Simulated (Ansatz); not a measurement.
# Electron scattering at the Σ11 (332) boundary in bcc W, part 3 of 3

How much does the Σ11 (332) boundary in bcc W reflect electrons?

Ansatz 0.2.0; Ansatz plane-wave DFT, LDA, PAW files; relaxation of a bicrystal slab with its lowest layers held; PAW set soft_1 (the session's first sound run).

So far. Step 3 (Transmission across the boundary): Over the solved energies the transmission per spin lies between 1.21 and 1.32, out of 2.90 channels of the lead on average (up to 3.12). Step 4 (Specific resistance): Averaged over the energies near the Fermi level, 43.3 % of the channels pass, which makes 1.37 fΩ m².

## Step 5: Single-crystal slab for reference

The free faces cost energy too. A single-crystal slab with the same faces and held layers is relaxed, so that they cancel.

This step: Ansatz plane-wave DFT, LDA, PAW files; relaxation of a single-crystal slab with its lowest layers held; PAW set soft_1 (Ansatz 0.2.0).

System of this step: W slab, plane (3, 3, 2). The cell holds 29 atoms: 29 W. Its edges and angles: a = 4.476 Å, b = 5.248 Å, c = 29.893 Å, α = 90.0°, β = 90.0°, γ = 90.0°. It derives from W. Vacuum lies along c.

File input.yaml:

```yaml
crystal:
  lattice:
    - [4.4757030822, 0.0, 0.0]
    - [0.0, 5.2482270683, 0.0]
    - [0.0, 0.0, 29.8926535588]
  atoms:
    - { symbol: W, position: [0.0, 0.6363636364, 0.1672651774] }
    - { symbol: W, position: [0.5, 0.3636363637, 0.1898371992] }
    - { symbol: W, position: [0.0, 0.090909091, 0.2124092209] }
    - { symbol: W, position: [0.5, 0.8181818182, 0.2349812427] }
    - { symbol: W, position: [0.0, 0.5454545455, 0.2575532645] }
    - { symbol: W, position: [0.5, 0.2727272728, 0.2801252863] }
    - { symbol: W, position: [0.0, 0.0, 0.302697308] }
    - { symbol: W, position: [0.5, 0.7272727273, 0.3252693298] }
    - { symbol: W, position: [0.0, 0.4545454546, 0.3478413516] }
    - { symbol: W, position: [0.5, 0.1818181819, 0.3704133734] }
    - { symbol: W, position: [0.0, 0.9090909091, 0.3929853952] }
    - { symbol: W, position: [0.5, 0.6363636364, 0.4155574169] }
    - { symbol: W, position: [0.0, 0.3636363637, 0.4381294387] }
    - { symbol: W, position: [0.5, 0.0909090909, 0.4607014605] }
    - { symbol: W, position: [0.0, 0.8181818182, 0.4832734823] }
    - { symbol: W, position: [0.5, 0.5454545455, 0.505845504] }
    - { symbol: W, position: [0.0, 0.2727272727, 0.5284175258] }
    - { symbol: W, position: [0.5, 0.0, 0.5509895476] }
    - { symbol: W, position: [0.0, 0.7272727273, 0.5735615694] }
    - { symbol: W, position: [0.5, 0.4545454546, 0.5961335911] }
    - { symbol: W, position: [0.0, 0.1818181818, 0.6187056129] }
    - { symbol: W, position: [0.5, 0.9090909091, 0.6412776347] }
    - { symbol: W, position: [0.0, 0.6363636364, 0.6638496565] }
    - { symbol: W, position: [0.5, 0.3636363636, 0.6864216783] }
    - { symbol: W, position: [0.0, 0.0909090909, 0.7089937] }
    - { symbol: W, position: [0.5, 0.8181818182, 0.7315657218] }
    - { symbol: W, position: [0.0, 0.5454545455, 0.7541377436] }
    - { symbol: W, position: [0.5, 0.2727272727, 0.7767097654] }
    - { symbol: W, position: [0.0, 0.0, 0.7992817871] }
kpoints:
  mp_grid: { grid: [5, 5, 1] }
hamiltonian:
  xc: lda
  pseudopotentials: { kind: paw, azcp: { folder: soft_1 }, xc_functional: pbe }
scf:
  occupations: { method: fermi_dirac, width: 0.1 }
relax:
  f_tol: 0.03
  max_steps: 80
  constraints: [{ sites: [0, 1, 2, 3, 4] }]
```

Command:

```sh
$ ansatz run input.yaml --threads 4 --pin off --max-ram 15360MiB --backend cpu --events-out ev --progress --plain --runs-dir out
```

Numbers of over 12 decimals in the logs are rounded to 6 here.

What it wrote:

```text
Warning: crystal.symmetry: narrowed to the stabiliser of the relax constraints — unitary ops 4 → 2; lowered at sites 0, 1, 2, 3, 4, 24, 25, 26, 27, 28 (the operations that carried what is held of a site onto what its image site leaves free; the constrained walk keeps no symmetry that its constraints do not admit)
[...]
Crystal: 29 atoms, lattice volume = 702.164 Å³
Basis set: ecut = 420 eV, 13769 PW (Γ)
Bands: 244, of which v1, the nominal top of the filled ones, is band 203 counted from 1 (202 counted from 0)
Symmetry: 2 space group operations
k-points: 9 of 25 (time reversal used)
[...]
SCF iter   1: F=—  HF=-293789.546287 eV  |F-HF|=—  |Δ(HF+E_count)|=         —  Δρ=5.57e-2  dr2=2.40e2  ethr=3.10e-3  ⟨swp⟩=8.6  Hψ=10233  notcnv=0
[...]
SCF iter   9: F=-293776.656060 eV  HF=-293776.656063 eV  |F-HF|=2.56e-6  |Δ(HF+E_count)|=   9.37e-6  Δρ=1.63e-5  dr2=5.69e-6  ethr=5.54e-9  ⟨swp⟩=5.3  Hψ=7152  notcnv=0
SCF 1 converged in 9 iterations: F = -293776.656060 eV  dr2 = 5.69e-6
[...]
relax step   1: F+E_penalty+E_count = -293776.65606033 eV  Δ(F+E_penalty+E_count) = +0.000e0 eV  max|allowed force component| = 3.255e0 eV/Å  Δτ_max = 0.0000 Å  (9 SCF iters, dr2 threshold 2.25e-5 eV, accepted)
[...]
SCF iter   6: F=-293777.287933 eV  HF=-293777.287956 eV  |F-HF|=2.28e-5  |Δ(HF+E_count)|=   6.99e-6  Δρ=3.12e-5  dr2=2.92e-5  ethr=6.90e-9  ⟨swp⟩=2.8  Hψ=8165  notcnv=0
SCF 2 converged in 6 iterations: F = -293777.287933 eV  dr2 = 2.92e-5
relax step   2: F+E_penalty+E_count = -293777.28793301 eV  Δ(F+E_penalty+E_count) = -6.319e-1 eV  max|allowed force component| = 7.950e-1 eV/Å  Δτ_max = 0.1950 Å  (6 SCF iters, dr2 threshold 1.00e-4 eV, accepted)
[...]
SCF iter   7: F=-293777.503758 eV  HF=-293777.503763 eV  |F-HF|=5.08e-6  |Δ(HF+E_count)|=   4.81e-6  Δρ=1.49e-5  dr2=6.72e-6  ethr=9.73e-9  ⟨swp⟩=5.0  Hψ=7070  notcnv=0
SCF 3 converged in 7 iterations: F = -293777.503758 eV  dr2 = 6.72e-6
relax step   3: F+E_penalty+E_count = -293777.50375806 eV  Δ(F+E_penalty+E_count) = -2.158e-1 eV  max|allowed force component| = 2.731e-1 eV/Å  Δτ_max = 0.1946 Å  (7 SCF iters, dr2 threshold 3.95e-5 eV, accepted)
[...]
relax step   4: F+E_penalty+E_count = -293777.59626707 eV  Δ(F+E_penalty+E_count) = -9.251e-2 eV  max|allowed force component| = 1.014e-1 eV/Å  Δτ_max = 0.1910 Å  (8 SCF iters, dr2 threshold 4.66e-6 eV, accepted)
[...]
relax step   5: F+E_penalty+E_count = -293777.59896719 eV  Δ(F+E_penalty+E_count) = -2.700e-3 eV  max|allowed force component| = 4.558e-2 eV/Å  Δτ_max = 0.0237 Å  (6 SCF iters, dr2 threshold 1.21e-6 eV, accepted)
SCF iter   1: F=—  HF=-293777.600479 eV  |F-HF|=—  |Δ(HF+E_count)|=         —  Δρ=5.60e-4  dr2=1.79e-3  ethr=1.75e-5  ⟨swp⟩=2.0  Hψ=3594  notcnv=0
[...]
SCF iter   6: F=-293777.599461 eV  HF=-293777.599461 eV  |F-HF|=1.20e-8  |Δ(HF+E_count)|=   3.38e-9  Δρ=1.22e-6  dr2=2.29e-8  ethr=2.46e-11  ⟨swp⟩=5.0  Hψ=7172  notcnv=0
SCF 6 converged in 6 iterations: F = -293777.599461 eV  dr2 = 2.29e-8
relax step   6: F+E_penalty+E_count = -293777.59946067 eV  Δ(F+E_penalty+E_count) = -4.935e-4 eV  max|allowed force component| = 6.364e-3 eV/Å  Δτ_max = 0.0077 Å  (6 SCF iters, accepted)
SCF converged after 6 iterations
Free energy (F): -293777.599461 eV
[...]
Internal energy: -293776.993841 eV  (E = F + TS)
E sigma→0 (E₀):  -293777.296651 eV
Entropy (-TS):   -0.605619 eV (-20.883 meV/atom)
Fermi energy:    12.954968 eV
[...]
--- Forces (eV/Å), atoms counted from 1 ---
  atom   1  W      0.00000000    -0.86388714     3.20822383
  atom   2  W      0.00000000     1.17384824     0.82006713
  atom   3  W     -0.00000000    -0.51701844    -0.49466977
  atom   4  W     -0.00000000     0.03347023    -1.75598328
  atom   5  W     -0.00000000     0.15581141    -1.78130807
  atom   6  W      0.00000000     0.00206436     0.00626226
  atom   7  W     -0.00000000    -0.00060070     0.00024601
  atom   8  W      0.00000000    -0.00123551    -0.00089689
  atom   9  W      0.00000000     0.00150857     0.00368547
  atom  10  W      0.00000000    -0.00003708    -0.00284536
  atom  11  W     -0.00000000    -0.00099146     0.00118254
  atom  12  W      0.00000000     0.00120323    -0.00197848
  atom  13  W     -0.00000000     0.00184497     0.00361577
  atom  14  W     -0.00000000    -0.00067144    -0.00450811
  atom  15  W     -0.00000000     0.00054395     0.00203712
  atom  16  W      0.00000000     0.00059431    -0.00006844
  atom  17  W      0.00000000     0.00237676    -0.00046231
  atom  18  W      0.00000000    -0.00041969    -0.00258270
  atom  19  W      0.00000000     0.00272587     0.00240764
  atom  20  W      0.00000000     0.00031939    -0.00274310
  atom  21  W     -0.00000000     0.00231620    -0.00028687
  atom  22  W      0.00000000    -0.00248147    -0.00013227
  atom  23  W      0.00000000     0.00451230     0.00199222
  atom  24  W      0.00000000    -0.00249994     0.00135689
  atom  25  W      0.00000000     0.00377965    -0.00578279
  atom  26  W     -0.00000000     0.00261442     0.00337443
  atom  27  W      0.00000000     0.00394139    -0.00193083
  atom  28  W      0.00000000    -0.00463905    -0.00469435
  atom  29  W     -0.00000000     0.00104182     0.00636353
  max |Σ_I F_I| component: 5.88e-5 eV/Å
--- Relaxed structure (6 steps of the walk, 6 accepted, 0 SCFs on fresh bases) ---
  F+E_penalty+E_count = -293777.59946067 eV   max|allowed force component| = 6.364e-3 eV/Å
  atoms:
    - { symbol: W, position: [0.0, 0.636364, 0.167265] }
    - { symbol: W, position: [0.500000, 0.363636, 0.189837] }
    - { symbol: W, position: [0.0, 0.090909, 0.212409] }
    - { symbol: W, position: [0.500000, 0.818182, 0.234981] }
    - { symbol: W, position: [0.0, 0.545455, 0.257553] }
    - { symbol: W, position: [0.500000, 0.275622, 0.277370] }
    - { symbol: W, position: [-1.4765379262322693e-18, 0.00105451, 0.300521] }
    - { symbol: W, position: [0.500000, 0.728666, 0.322927] }
    - { symbol: W, position: [-1.6882908082393303e-18, 0.454698, 0.345538] }
    - { symbol: W, position: [0.500000, 0.183447, 0.367324] }
    - { symbol: W, position: [-2.436928597708109e-18, 0.909832, 0.389569] }
    - { symbol: W, position: [0.500000, 0.638642, 0.411823] }
    - { symbol: W, position: [-2.835133685473771e-18, 0.365567, 0.433967] }
    - { symbol: W, position: [0.500000, 0.092773, 0.456205] }
    - { symbol: W, position: [-3.343658244012496e-18, 0.820145, 0.478419] }
    - { symbol: W, position: [0.500000, 0.547233, 0.500667] }
    - { symbol: W, position: [-3.878709231496273e-18, 0.274619, 0.522855] }
    - { symbol: W, position: [0.500000, 0.00121535, 0.544952] }
    - { symbol: W, position: [-4.211079436116626e-18, 0.731515, 0.567138] }
    - { symbol: W, position: [0.500000, 0.457116, 0.589219] }
    - { symbol: W, position: [-5.286352582747853e-18, 0.185710, 0.610893] }
    - { symbol: W, position: [0.500000, 0.911151, 0.634321] }
    - { symbol: W, position: [-4.948342106805788e-18, 0.640421, 0.656464] }
    - { symbol: W, position: [0.500000, 0.365553, 0.678596] }
    - { symbol: W, position: [-6.081558610768456e-18, 0.096587, 0.699795] }
    - { symbol: W, position: [0.500000, 0.816754, 0.725407] }
    - { symbol: W, position: [-6.089065047296925e-18, 0.555851, 0.744101] }
    - { symbol: W, position: [0.500000, 0.276489, 0.762825] }
    - { symbol: W, position: [-1.0969795812888176e-17, 0.020913, 0.780816] }
```

Wall time 6.3 min (4 threads of Arm Neoverse V1, shared host); peak memory 3.4 GiB.

The steps of the relaxation:

```csv
step,energy less that of the first step (eV),largest force component (eV/Å)
1,0.0000,3.2547
2,-0.6319,0.7950
3,-0.8477,0.2731
4,-0.9402,0.1014
5,-0.9429,0.0456
6,-0.9434,0.0064
```

The atoms that moved most (Å):

```
atom     dx     dy      dz  length
 W29  0.000  0.110  -0.552   0.563
 W28  0.000  0.020  -0.415   0.416
 W27  0.000  0.055  -0.300   0.305
 W25  0.000  0.030  -0.275   0.277
 W21  0.000  0.020  -0.234   0.234
 W24  0.000  0.010  -0.234   0.234
 W23  0.000  0.021  -0.221   0.222
 W22  0.000  0.011  -0.208   0.208
```

The relaxed structure:

```
W
1.0
     4.47570    0.00000    0.00000
     0.00000    5.24823    0.00000
     0.00000    0.00000   29.89265
W
29
Cartesian
  0.0000 3.3398 5.0000
  2.2379 1.9084 5.6747
  0.0000 0.4771 6.3495
  2.2379 4.2940 7.0242
  0.0000 2.8627 7.6990
  2.2379 1.4465 8.2913
  0.0000 0.0055 8.9834
  2.2379 3.8242 9.6531
  0.0000 2.3864 10.3290
  2.2379 0.9628 10.9803
  0.0000 4.7750 11.6452
  2.2379 3.3517 12.3105
  0.0000 1.9186 12.9724
  2.2379 0.4869 13.6372
  0.0000 4.3043 14.3012
  2.2379 2.8720 14.9663
  0.0000 1.4413 15.6295
  2.2379 0.0064 16.2901
  0.0000 3.8392 16.9533
  2.2379 2.3990 17.6133
  0.0000 0.9746 18.2612
  2.2379 4.7819 18.9615
  0.0000 3.3611 19.6234
  2.2379 1.9185 20.2850
  0.0000 0.5069 20.9187
  2.2379 4.2865 21.6843
  0.0000 2.9172 22.2431
  2.2379 1.4511 22.8029
  0.0000 0.1098 23.3407
```

Numbers from this step:

- free energy: -293777.5995 eV
- energy at zero smearing: -293777.2967 eV
- Fermi energy: 12.95 eV

The largest force component on a free atom ends at 0.0064 eV/Å, under the tolerance of 0.03, after 6 steps.

## Step 6: Bulk reference

The perfect crystal gives the energy per atom, for the atoms by which bicrystal and slab differ.

This step: Ansatz plane-wave DFT, LDA, PAW files; bulk reference; PAW set soft_1 (Ansatz 0.2.0).

System of this step: W. It takes space group Im-3m (No. 229, cubic). The conventional cell has a = 3.165 Å, b = 3.165 Å, c = 3.165 Å, α = 90.00°, β = 90.00°, γ = 90.00°. W has 8 W at 2.74 Å nearest.

input.yaml, the sections that differ from step 5:

```yaml
crystal:
  lattice:
    - [-1.5824, 1.5824, 1.5824]
    - [1.5824, -1.5824, 1.5824]
    - [1.5824, 1.5824, -1.5824]
  atoms:
    - { symbol: W, position: [0.0, 0.0, 0.0] }
kpoints:
  mp_grid: { grid: [19, 19, 19] }
# hamiltonian, scf: as in step 5
# relax: removed
```

What it wrote:

```text
[...]
Crystal: 1 atoms, lattice volume = 15.849 Å³
Basis set: ecut = 420 eV, 321 PW (Γ)
Bands: 11, of which v1, the nominal top of the filled ones, is band 7 counted from 1 (6 counted from 0)
Symmetry: 48 space group operations
[...]
k-points: 220 of 6859
[...]
SCF iter   1: F=—  HF=-10130.893599 eV  |F-HF|=—  |Δ(HF+E_count)|=         —  Δρ=6.13e-2  dr2=5.01e-1  ethr=3.10e-3  ⟨swp⟩=5.0  Hψ=12591  notcnv=0
[...]
SCF iter   6: F=-10130.683163 eV  HF=-10130.683163 eV  |F-HF|=1.87e-10  |Δ(HF+E_count)|=   2.00e-8  Δρ=1.35e-6  dr2=2.42e-10  ethr=3.46e-10  ⟨swp⟩=1.0  Hψ=6682  notcnv=0
SCF 1 converged in 6 iterations: F = -10130.683163 eV  dr2 = 2.42e-10
[...]
SCF converged after 6 iterations
Free energy (F): -10130.683163 eV
[...]
Internal energy: -10130.668817 eV  (E = F + TS)
E sigma→0 (E₀):  -10130.675990 eV
Entropy (-TS):   -0.014345 eV (-14.345 meV/atom)
Fermi energy:    22.048878 eV
[...]
```

Elapsed: 0.79 s, on 4 threads; peak memory 0.27 GiB; 2.1 s of CPU time.

This step gave:

| Item | Value |
| --- | --- |
| free energy | -10130.6832 eV |
| energy at zero smearing | -10130.6760 eV |
| Fermi energy | 22.05 eV |

## Step 7: Boundary energy

This step: Ansatz plane-wave DFT, LDA, PAW files; bicrystal less single-crystal slab less bulk atoms, a boundary area; PAW set soft_1 (Ansatz 0.2.0).

This step gave:

- excess energy of the cell: 3.608 eV
- boundary energy: 2.461 J/m²

The boundary costs 2.5 J/m².

By hand: 3.61 eV / 23.49 Å² × 16.02 = 2.46 J/m².

## Step 8: Outcome

```
specific resistance of the boundary : 1.37 fΩ m²
share of channels that pass         : 0.433
boundary energy                     : 2.46 J/m²
```

**Reading.** The boundary has a specific resistance of 1.4 fΩ m² and an energy of 2.5 J/m². The boundary reflects 57 % of the channels; 1.4 fΩ m² is 14×10⁻¹² Ω·cm². That equals the resistance of 25 nm of bulk W at 300 K (measured 5.44 µΩ cm, CRC Handbook of Chemistry and Physics, 84th ed., 2003, Electrical Resistivity of Pure Metals). One starting structure was relaxed; another shift or atom count at the boundary may lie lower. Spin-orbit coupling is left out, which matters for W.

[Logs are printed without paths, hosts, clocks, repeated set-up lines and the standing remarks that a program may print on its own settings, such as how far it seeks lower states.]

[Hosts, paths, dates, database ids (printed as entryN), source tags and the programs' standing remarks are cut or masked in the printed files.]
